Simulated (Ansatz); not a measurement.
## Re (P6_3/mmc, 2 atoms in the cell): modes against biaxial strain in the (0001) plane, that of a and b

Aim: how do the optical modes of Re (P6_3/mmc, 2 atoms in the cell) shift and split under this strain?

Program: Ansatz 0.2.0. Level of theory: DFT LDA, scalar-relativistic, plane waves, PAW; PAW set soft_1. Results are calculated unless marked as measured.

### Step 1. The starting structure

Symmetry: P6_3/mmc, No. 194, hexagonal system. The conventional cell has a = 2.761 Å, b = 2.761 Å, c = 4.458 Å, α = 90.00°, β = 90.00°, γ = 120.00°. Re has 12 Re at 2.74 to 2.76 Å nearest.

As a file:

```cif
data_structure
_symmetry_space_group_name_H-M 'P6_3/mmc'
_symmetry_Int_Tables_number 194
_cell_length_a 2.7608
_cell_length_b 2.7608
_cell_length_c 4.4582
_cell_angle_alpha 90.000
_cell_angle_beta 90.000
_cell_angle_gamma 120.000
_cell_volume 29.43
loop_
_atom_site_label
_atom_site_type_symbol
_atom_site_symmetry_multiplicity
_atom_site_Wyckoff_symbol
_atom_site_fract_x
_atom_site_fract_y
_atom_site_fract_z
_atom_site_occupancy
Re1 Re 2 c 0.33333 0.66667 0.25000 1
```

### Step 2. A rough relaxation first

The start is far from rest, so a relaxation with loose tolerances brings it close first.

input.yaml

```yaml
crystal:
  lattice:
    - [2.7608, 0.0, 0.0]
    - [-1.3804, 2.3909229348, 0.0]
    - [0.0, 0.0, 4.4582]
  atoms:
    - { symbol: Re, position: [0.33333333, 0.66666667, 0.25] }
    - { symbol: Re, position: [0.66666667, 0.33333333, 0.75] }
kpoints:
  mp_grid: { grid: [9, 9, 4] }
hamiltonian:
  xc: lda
  pseudopotentials: { kind: paw, azcp: { folder: soft_1 }, xc_functional: pbe }
scf:
  occupations: { method: gaussian, width: 0.1 }
output:
  forces: true
  stress: true
  eigenvalues: true
relax:
  adjacent_minimum: "off"
  f_tol: 0.05
  max_steps: 80
  cell: { stress_tol: 0.5 }
```

The run is started by

```console
$ ansatz run input.yaml --threads 4 --pin off --max-ram 10240MiB --backend cpu --events-out ev --progress --plain --runs-dir out
```

Numbers of over 12 decimals in the logs are rounded to 6 here.

The log of the run:

```text
The last accepted step is kept in <dir> (removed where the run ends without a failure and the disk answers)
Engine: ansatz 0.2.0, x86_64-unknown-linux-gnu
Pseudopotentials: kind: paw
Pseudopotential: Re, paw, valence charge 15, recommended cutoff 420 eV (normal), soft_1/Re.paw.azcp
Functional definition: SPW92
  exchange = slater_x
  correlation = pw_c
Crystal: 2 atoms, lattice volume = 29.428 Å³
[...]
--- Relaxed structure (4 steps of the walk, 3 accepted, 1 SCFs on fresh bases) ---
  F+E_penalty+E_count = -21217.16261550 eV   max|allowed force component| = 1.342e-16 eV/Å   (the final SCF, on the basis selected at the relaxed cell)
  cell:  # Å, volume = 28.6569 Å³
    - [2.737684, 0.0, 0]
    - [-1.368842, 2.370904, 0]
    - [0, 0.0, 4.415014]
  atoms:
    - { symbol: Re, position: [0.333333, 0.666667, 0.25] }
    - { symbol: Re, position: [0.666667, 0.333333, 0.750000] }
[key lines of the parts left out:]
SCF converged after 7 iterations
Free energy (F): -21217.162615 eV
Fermi energy:    24.437886 eV
P = ⅓ Tr σ = 0.0563 GPa (0.563 kbar)
```

Elapsed: 11 s, on 4 threads of AMD EPYC (Zen 3), shared host; peak memory 0.32 GiB; 14 s of CPU time.

Relaxation path:

```
step  energy less that of the first step (eV)  largest force component (eV/Å)  pressure (GPa)  volume (Å³)
   1                                   0.0000                          0.0000          -10.13        29.43
   2                                   0.1514                          0.0000           32.11        26.78
   3                                  -0.0249                          0.0000           -1.20        28.75
   4                                  -0.0252                          0.0000            0.06        28.66
  5*                                  -0.0249                          0.0000            0.06        28.66
```

Relaxation steps marked * repeat the geometry before them on a plane-wave basis chosen anew for their cell, so energy and pressure can jump there. Relaxation step 2 was tried and not accepted.

The run keeps the 24 symmetry operations that it works with, so distortions that break them were not tested.

```
conventional cell, symmetrised  before  after  change
                         a (Å)   2.761  2.738  -0.8 %
                         b (Å)   2.761  2.738  -0.8 %
                         c (Å)   4.458  4.415  -1.0 %
              volume (Å³/atom)   14.71  14.33  -2.6 %
```

The relaxed structure:

```cif
data_structure
_symmetry_space_group_name_H-M 'P 1'
_symmetry_Int_Tables_number 1
_cell_length_a 2.7377
_cell_length_b 2.7377
_cell_length_c 4.4150
_cell_angle_alpha 90.000
_cell_angle_beta 90.000
_cell_angle_gamma 120.000
_cell_volume 28.66
loop_
_atom_site_label
_atom_site_type_symbol
_atom_site_fract_x
_atom_site_fract_y
_atom_site_fract_z
_atom_site_occupancy
Re1 Re 0.33333 0.66667 0.25000 1
Re2 Re 0.66667 0.33333 0.75000 1
```

This step gave:

| Item | Value |
| --- | --- |
| pressure | 0.05627 GPa |
| volume per atom | 14.33 Å³ |
| gap on the k-mesh | 0 eV |

In this step the volume went from 14.71 to 14.33 Å³/atom.

### Step 3. Relaxation

Harmonic phonons are second derivatives at a point where the forces vanish, and they are wanted at zero stress, so atoms and cell are relaxed first.

input.yaml, the sections that differ from step 2:

```yaml
crystal:
  lattice:
    - [2.7376836941, 0.0, 0.0]
    - [-1.3688418471, 2.3709036266, 0.0]
    - [0.0, 0.0, 4.4150141886]
  atoms:
    - { symbol: Re, position: [0.3333333333, 0.6666666667, 0.25] }
    - { symbol: Re, position: [0.6666666667, 0.3333333333, 0.75] }
kpoints:
  mp_grid: { grid: [18, 18, 10] }
output:
  forces: true
  stress: true
  eigenvalues: true
  write_density: true
  write_potential: true
  elf: true
  volumetric_format: npy
relax:
  adjacent_minimum: "off"
  f_tol: 0.005
  max_steps: 80
  cell: { stress_tol: 0.05 }
# hamiltonian, scf: as in step 2
```

The log of the run:

```text
[...]
Crystal: 2 atoms, lattice volume = 28.657 Å³
Basis set: ecut = 420 eV, 573 PW (Γ)
Bands: 19, of which v1, the nominal top of the filled ones, is band 15 counted from 1 (14 counted from 0)
Symmetry: 24 space group operations
[...]
k-points: 222 of 3240
[...]
SCF iter   1: F=—  HF=-21217.541743 eV  |F-HF|=—  |Δ(HF+E_count)|=         —  Δρ=5.91e-2  dr2=9.00e-1  ethr=3.10e-3  ⟨swp⟩=4.6  Hψ=16954  notcnv=0
[...]
SCF iter   6: F=-21217.163759 eV  HF=-21217.163759 eV  |F-HF|=3.23e-9  |Δ(HF+E_count)|=   1.14e-8  Δρ=6.97e-6  dr2=9.09e-9  ethr=3.33e-10  ⟨swp⟩=8.1  Hψ=25161  notcnv=0
SCF 1 converged in 6 iterations: F = -21217.163759 eV  dr2 = 9.09e-9
[...]
relax step   1: F+E_penalty+E_count = -21217.16375916 eV  Δ(F+E_penalty+E_count) = +0.000e0 eV  max|allowed force component| = 5.089e-17 eV/Å  Δτ_max = 0.0000 Å  P = +0.132 GPa  Ω = 28.657 Å³  (6 SCF iters, dr2 threshold 1.00e-7 eV, accepted)
Crystal: 2 atoms, lattice volume = 28.687 Å³
[...]
SCF iter   6: F=-21217.163731 eV  HF=-21217.163731 eV  |F-HF|=0.00e0  |Δ(HF+E_count)|=  1.46e-11  Δρ=2.35e-8  dr2=3.36e-14  ethr=1.00e-12  ⟨swp⟩=3.7  Hψ=16302  notcnv=0
SCF 2 converged in 6 iterations: F = -21217.163731 eV  dr2 = 3.36e-14
relax step   2: F+E_penalty+E_count = -21217.16373125 eV  Δ(F+E_penalty+E_count) = +2.791e-5 eV  max|allowed force component| = 7.633e-17 eV/Å  Δτ_max = 0.0000 Å  P = -0.289 GPa  Ω = 28.687 Å³  energy of the carried Pulay correction = -1.320e-5 eV  (6 SCF iters, dr2 threshold 1.83e-7 eV, rejected (line search))
Crystal: 2 atoms, lattice volume = 28.666 Å³
[...]
SCF iter   8: F=-21217.163764 eV  HF=-21217.163764 eV  |F-HF|=7.28e-12  |Δ(HF+E_count)|=  3.64e-12  Δρ=3.12e-10  dr2=9.36e-18  ethr=1.00e-12  ⟨swp⟩=2.3  Hψ=11699  notcnv=0
SCF 3 converged in 8 iterations: F = -21217.163764 eV  dr2 = 9.36e-18
relax step   3: F+E_penalty+E_count = -21217.16376442 eV  Δ(F+E_penalty+E_count) = -5.256e-6 eV  max|allowed force component| = 5.782e-17 eV/Å  Δτ_max = 0.0000 Å  P = -0.001 GPa  Ω = 28.666 Å³  energy of the carried Pulay correction = -4.127e-6 eV  (8 SCF iters, accepted)
[...]
SCF iter   1: F=—  HF=-21217.163767 eV  |F-HF|=—  |Δ(HF+E_count)|=         —  Δρ=6.65e-7  dr2=3.13e-11  ethr=1.44e-8  ⟨swp⟩=3.5  Hψ=30161  notcnv=0
eigensolver tolerance schedule: the retry pair's looser diagonalisation over-reported the residual by 137864.64 of it (diagonalisation noise at 1.77 of the residual, at the tolerance the schedule requests for it); recorded, not acted on — ethr = c·dr2/N_el stays at c = 1.0e-1
[...]
SCF iter   2: F=—  HF=-21217.163768 eV  |F-HF|=—  |Δ(HF+E_count)|=   1.00e-6  Δρ=3.69e-7  dr2=1.25e-11  ethr=1.00e-12  ⟨swp⟩=2.9  Hψ=8989  notcnv=0
[...]
SCF iter   7: F=-21217.163768 eV  HF=-21217.163768 eV  |F-HF|=3.64e-12  |Δ(HF+E_count)|=  7.28e-12  Δρ=1.54e-9  dr2=5.52e-16  ethr=1.00e-12  ⟨swp⟩=2.0  Hψ=10785  notcnv=0
SCF 4 converged in 7 iterations: F = -21217.163768 eV  dr2 = 5.52e-16
relax step   4: F+E_penalty+E_count = -21217.16376791 eV  Δ(F+E_penalty+E_count) = -3.496e-6 eV  max|allowed force component| = 5.551e-17 eV/Å  Δτ_max = 0.0000 Å  P = -0.001 GPa  Ω = 28.666 Å³  stress off target by 1.20e-3 GPa  SCF on the basis re-selected at this cell (its energy is not comparable with the rows above)  (7 SCF iters)
basis re-selected at this cell: Δ(F+E_penalty+E_count) = -3.496e-6 eV, ΔP = +0.000 GPa vs the last step (what re-selecting the basis moved, of the pressure what is left beyond the Pulay correction that the steps carried, after the strain that the cell walked since its last selection, with what the two solves' SCF thresholds leave and, on support functions, any second-order correction that the steps lacked; it is no m [...]
SCF converged after 7 iterations
Free energy (F): -21217.163768 eV
[...]
Internal energy: -21217.155680 eV  (E = F + TS)
E sigma→0 (E₀):  -21217.159724 eV
Entropy (-TS):   -0.008088 eV (-4.044 meV/atom)
Fermi energy:    24.401482 eV
[...]
--- Stress (GPa, compression-positive) ---
       -0.001197       0.000000       0.000000
        0.000000      -0.001197       0.000000
        0.000000       0.000000      -0.000056
  P = ⅓ Tr σ = -0.0008 GPa (-0.008 kbar)
--- Band table (eV; the first three rows and the last of 222) ---
  k-point 0: bands = [... 11 lower, 22.7477, 22.7644, 23.6220, 23.6220, 24.5738, 24.5738, 25.2056, 27.8851]
  k-point 1: bands = [... 11 lower, 22.6835, 22.6900, 23.5420, 23.5420, 24.7533, 24.7533, 24.8419, 27.9030]
  k-point 2: bands = [... 11 lower, 22.5643, 22.5643, 23.3342, 23.3342, 23.9787, 25.2082, 25.2082, 27.9101]
  k-point 221: bands = [... 11 lower, 20.5913, 22.2566, 22.2566, 24.4564, 24.4564, 27.8740, 27.8740, 34.2980]
--- Relaxed structure (3 steps of the walk, 2 accepted, 1 SCFs on fresh bases) ---
[...]
cell:  # Å, volume = 28.6662 Å³
    - [2.737575, 2.8866289422376677e-11, 0.0]
    - [-1.368787, 2.370809, 0.0]
    - [0.0, 0.0, 4.416803]
  atoms:
    - { symbol: Re, position: [0.333333, 0.666667, 0.250000] }
    - { symbol: Re, position: [0.666667, 0.333333, 0.75] }
```

It took 33 s on 4 threads; peak memory 0.44 GiB.

Little changed from the start: no atom moved by 0.005 Å and no cell edge by 0.1 %.

Numbers from this step:

| Quantity | Value |
| --- | --- |
| pressure | -8.17e-4 GPa |

Electrostatic potential energy in the ac plane at fractional y = 0.333, with atoms of Re within 0.2 Å of it. With pseudopotentials it is smooth inside the atoms' cores, unlike the true potential.

Ten even steps from '_' (-51 eV) to '@' (25 eV):
```
@@@@@@@@@@@@@@%%########%%@@
@@@@@@@@@@@@##**======++**%%
%%@@@@@@@@%%++--::....::==**
##@@@@@@%%**==..________::++
##%%@@@@%%**--..________..==
##%%@@@@%%**--__________..==
##@@@@@@%%**--..________::==
%%@@@@@@@@##==::..____..--++
%%@@@@@@@@%%**==--::::--++##
@@@@@@@@@@@@%%##**++++**##%%
@@@@@@@@@@@@@@%%%%%%%%%%@@@@
@@@@@@@@@@@@@@@@@@@@@@@@@@@@
@@@@@@@@@@@@@@@@@@@@@@@@@@@@
%%%%%%%%%%@@@@@@@@@@@@@@@@@@
%%##****##%%@@@@@@@@@@@@@@@@
##**++++**##%%@@@@@@@@@@@@%%
##++++++**##%%@@@@@@@@@@@@%%
##++++++**##%%@@@@@@@@@@@@%%
##********##%%@@@@@@@@@@@@%%
%%######%%%%@@@@@@@@@@@@@@@@
@@%%%%%%@@@@@@@@@@@@@@@@@@@@
@@@@@@@@@@@@@@@@@@@@@@@@@@@@
@@@@@@@@@@@@@@@@@@@@@@@@@@@@
```
Columns run along a (2.7 Å; values clipped at the 3rd and 97th percentile), rows up along c (4.4 Å). Atoms in or near the plane, at fractional coordinates: Re at (0.67, 0.75).

Valence density in the ac plane at fractional y = 0.333, with atoms of Re within 0.2 Å of it. It is the smooth field of the valence electrons, not physical close to the nuclei.

Ten even steps from '_' (0.3 e/Å³) to '@' (7.1 e/Å³):
```
__________________....______
______________..::----::..__
____________..--++****==::..
__________..--++%%@@@@##==::
..________..==##@@@@@@@@**--
..________..==##@@@@@@@@**--
__________..--**@@@@@@%%++::
____________::==##%%%%**--..
____________..::--====--..__
________________........____
____________________________
____________________________
____________________________
____________________________
____....____________________
__........__________________
....::::....________________
....::::..__________________
__........__________________
____________________________
____________________________
____________________________
____________________________
```
Columns run along a (2.7 Å), rows up along c (4.4 Å). Atoms in or near the plane, at fractional coordinates: Re at (0.67, 0.75).

ELF in the ac plane at fractional y = 0.333, with atoms of Re within 0.2 Å of it. It is the smooth field of the valence electrons, not physical close to the nuclei.

Ten even steps from '0' (0.22) to '9' (0.72):
```
22332100121101
02331013566520
01321147999962
11220269999995
21221389856996
21221389744897
11220379977996
01320158999984
01321025888741
12332101344210
22222210000011
21111232211223
10000133433432
00000123444431
01221112343310
13443101233210
24554201122100
24553201222100
12332111233210
00111012344321
00000123444432
20001233322333
22122221100112
```
Columns run along a (2.7 Å), rows up along c (4.4 Å). Atoms in or near the plane, at fractional coordinates: Re at (0.67, 0.75).

In this step the volume went from 14.33 to 14.33 Å³/atom.

### Step 4. Tight relaxation

Phonons need small forces and stress, so the relaxation is finished with tight tolerances on 18×18×12 k points.

input.yaml

```yaml
crystal:
  lattice:
    - [2.7375745531, 0.0, 0.0]
    - [-1.3687872766, 2.3708091077, 0.0]
    - [0.0, 0.0, 4.4168033071]
  atoms:
    - { symbol: Re, position: [0.3333333333, 0.6666666667, 0.25] }
    - { symbol: Re, position: [0.6666666667, 0.3333333333, 0.75] }
kpoints:
  mp_grid: { grid: [18, 18, 12] }
hamiltonian:
  xc: lda
  pseudopotentials: { kind: paw, azcp: { folder: soft_1 }, xc_functional: pbe }
scf:
  occupations: { method: methfessel_paxton, width: 0.2 }
output:
  forces: true
  stress: true
  eigenvalues: true
relax:
  adjacent_minimum: "off"
  f_tol: 0.001
  max_steps: 60
  cell: { stress_tol: 0.01 }
```

The log of the run:

```text
[...]
Crystal: 2 atoms, lattice volume = 28.666 Å³
Basis set: ecut = 420 eV, 573 PW (Γ)
Bands: 19, of which v1, the nominal top of the filled ones, is band 15 counted from 1 (14 counted from 0)
Symmetry: 24 space group operations
[...]
k-points: 259 of 3888
[...]
k-point 258: bands = [... 11 lower, 20.5957, 22.2615, 22.2615, 24.4623, 24.4623, 27.8802, 27.8802, 34.3050]
--- Relaxed structure (3 steps of the walk, 2 accepted, 1 SCFs on fresh bases) ---
[...]
cell:  # Å, volume = 28.6613 Å³
    - [2.737546, 2.886716744086336e-11, 0.0]
    - [-1.368773, 2.370784, 0.0]
    - [0.0, 0.0, 4.416138]
  atoms:
    - { symbol: Re, position: [0.333333, 0.666667, 0.250000] }
    - { symbol: Re, position: [0.666667, 0.333333, 0.750000] }
[key lines of the parts left out:]
SCF converged after 4 iterations
Free energy (F): -21217.160351 eV
Fermi energy:    24.405842 eV
P = ⅓ Tr σ = 0.0008 GPa (0.008 kbar)
```

Run time: 34 s. Hardware: 4 threads; peak memory 0.44 GiB.

Little changed from the start: no atom moved by 0.005 Å and no cell edge by 0.1 %.

Numbers from this step:

```yaml
pressure: 8.29e-4 GPa
```

The forces vanish by symmetry and the pressure is 0.001 GPa, within the tolerances set. The cell now holds 14.33 Å³/atom.

### Step 5. Zone-centre response at rest

Phonons follow from the second derivative of the energy, found here by linear response.

The modes at rest are the reference of the series.

input.yaml, the sections that differ from step 4:

```yaml
crystal:
  lattice:
    - [2.7375461216, 0.0, 0.0]
    - [-1.3687730608, 2.3707844853, 0.0]
    - [0.0, 0.0, 4.4161379155]
  atoms:
    - { symbol: Re, position: [0.3333333333, 0.6666666667, 0.25] }
    - { symbol: Re, position: [0.6666666667, 0.3333333333, 0.75] }
output:
  eigenvalues: true
phonons:
  method: dfpt
# kpoints, hamiltonian, scf: as in step 4
# relax: removed
```

The log of the run:

```text
zone centre: on kpoints.mp_grid the ground state, and the responses unless they are solved on pairs of k-points, stand on 637 of the mesh's 3888 k-points, reduced under 4 symmetry operations, with k and −k counted as one. Each operation leaves every solved displacement unchanged or reverses it
[...]
Crystal: 2 atoms, lattice volume = 28.661 Å³
Basis set: ecut = 420 eV, 573 PW (Γ), exchange–correlation on 40×40×60 points (8 copies of the dense FFT grid, shifted against one another)
Bands: 19, of which v1, the nominal top of the filled ones, is band 15 counted from 1 (14 counted from 0)
Symmetry: 24 space group operations
k-points: 637 of 3888 (irreducible under 4 space group operations, time reversal used)
[...]
SCF iter   1: F=—  HF=-21217.536607 eV  |F-HF|=—  |Δ(HF+E_count)|=         —  Δρ=5.90e-2  dr2=8.98e-1  ethr=3.10e-3  ⟨swp⟩=4.6  Hψ=47942  notcnv=0
[...]
SCF iter   8: F=-21217.160351 eV  HF=-21217.160351 eV  |F-HF|=7.28e-12  |Δ(HF+E_count)|=  1.35e-10  S|Δr|=    0.00e0  Δρ=8.81e-8  dr2=8.02e-13  ethr=1.00e-12  ⟨swp⟩=4.0  Hψ=58054  notcnv=0
SCF 1 converged in 8 iterations: F = -21217.160351 eV  dr2 = 8.02e-13
[...]
DFPT response loops at Γ: preconditioner auto → Kerker (q_TF=auto, 2.749 Å⁻¹) (partly filled bands, converged f_vac=0.000); β = 1.00, the filter's whole step (`scf.mixing.beta` (0.50) is not read by the response loops under this deck's `scf.mixing.preconditioner`; to damp them name `kerker` or `kerker_dos`, under which they read `scf.mixing.beta`, and type it under 1.00, their step now; both keys bind the ground state too); Broyden in place of MSR1
SCF converged after 8 iterations
[...]
Free energy (F): -21217.160351 eV
[...]
Internal energy: -21217.161234 eV  (E = F + TS)
E sigma→0 (E₀):  -21217.160572 eV
Entropy (-TS):   0.000884 eV (0.442 meV/atom)
Fermi energy:    24.405842 eV
[...]
--- Band table (eV; the first three rows and the last of 637) ---
  k-point 0: bands = [... 11 lower, 22.7524, 22.7715, 23.6274, 23.6274, 24.5783, 24.5783, 25.2127, 27.8917]
  k-point 1: bands = [... 11 lower, 22.7059, 22.7194, 23.5712, 23.5712, 24.7050, 24.7050, 24.9550, 27.9051]
  k-point 2: bands = [... 11 lower, 22.6074, 22.6074, 23.4188, 23.4188, 24.3029, 25.0396, 25.0396, 27.9216]
  k-point 636: bands = [... 11 lower, 21.0508, 22.2413, 22.2413, 24.2093, 24.2093, 28.5426, 28.5426, 30.9977]
--- Phonons (Γ-DFPT): 2 representative perturbations + reference, on 637 of 3888 k-points (Σ response iterations 5) ---
  k mesh reduced under 4 symmetry operations, with k and −k counted as one. Each operation leaves every solved displacement unchanged or reverses it
  ASR residual: 1.065e-4 → 0.000e0 eV/Å²; symmetrization residual: 9.326e-14 eV/Å²
  ASR residual per site (eV/Å²): 1.07e-4 1.07e-4
  Γ frequencies (cm⁻¹): 0.00 0.00 0.00 97.83 121.05 121.05
  non-analytic LO–TO correction: not included (Born effective charges unavailable; polar crystals: no LO–TO splitting at Γ)
```

Elapsed: 1.8 min, on 4 threads; peak memory 1.2 GiB.

Reading the cycles: dr2 is the Hartree energy of the density residual (eV), the measure of convergence; HF is the Harris–Foulkes estimate of the energy, which meets the free energy F at convergence.

This step gave:

```
sum-rule residual before enforcement                    : 1.07e-4 eV/Å²
point group                                             : 6/mmm
highest optical mode at the zone centre (no LO-TO term) : 121.0 cm⁻¹
lowest optical zone-centre mode                         : 97.83 cm⁻¹
```

Patterns of degenerate modes are one choice out of their space. Modes at Γ:

```
mode  frequency (cm⁻¹)  symmetry
   1               0.0  acoustic
   2               0.0  acoustic
   3               0.0  acoustic
   4              97.8       B1g
   5             121.0       E2g
   6             121.0       E2g
```

Displacements in mode 4 (97.8 cm⁻¹), the largest set to 1:
```
Re1  0.00  0.00  1.00
Re2  0.00  0.00 -1.00
```

Displacements in mode 6 (121.0 cm⁻¹), the largest set to 1:
```
Re1  0.00  1.00  0.00
Re2  0.00 -1.00  0.00
```

Before it was imposed, the acoustic sum rule was missed by 1.1e-4 eV/Å². Small misses are needed for a sound result but don't prove that mesh and cutoff are converged. The lowest optical mode is real, 97.8 cm⁻¹.

(Continued in part 2 of 2.)

[Logs are printed without paths, hosts, clocks, repeated set-up lines and the standing remarks that a program may print on its own settings, such as how far it seeks lower states.]

[Hosts, paths, dates, database ids (printed as entryN), source tags and the programs' standing remarks are cut or masked in the printed files.]
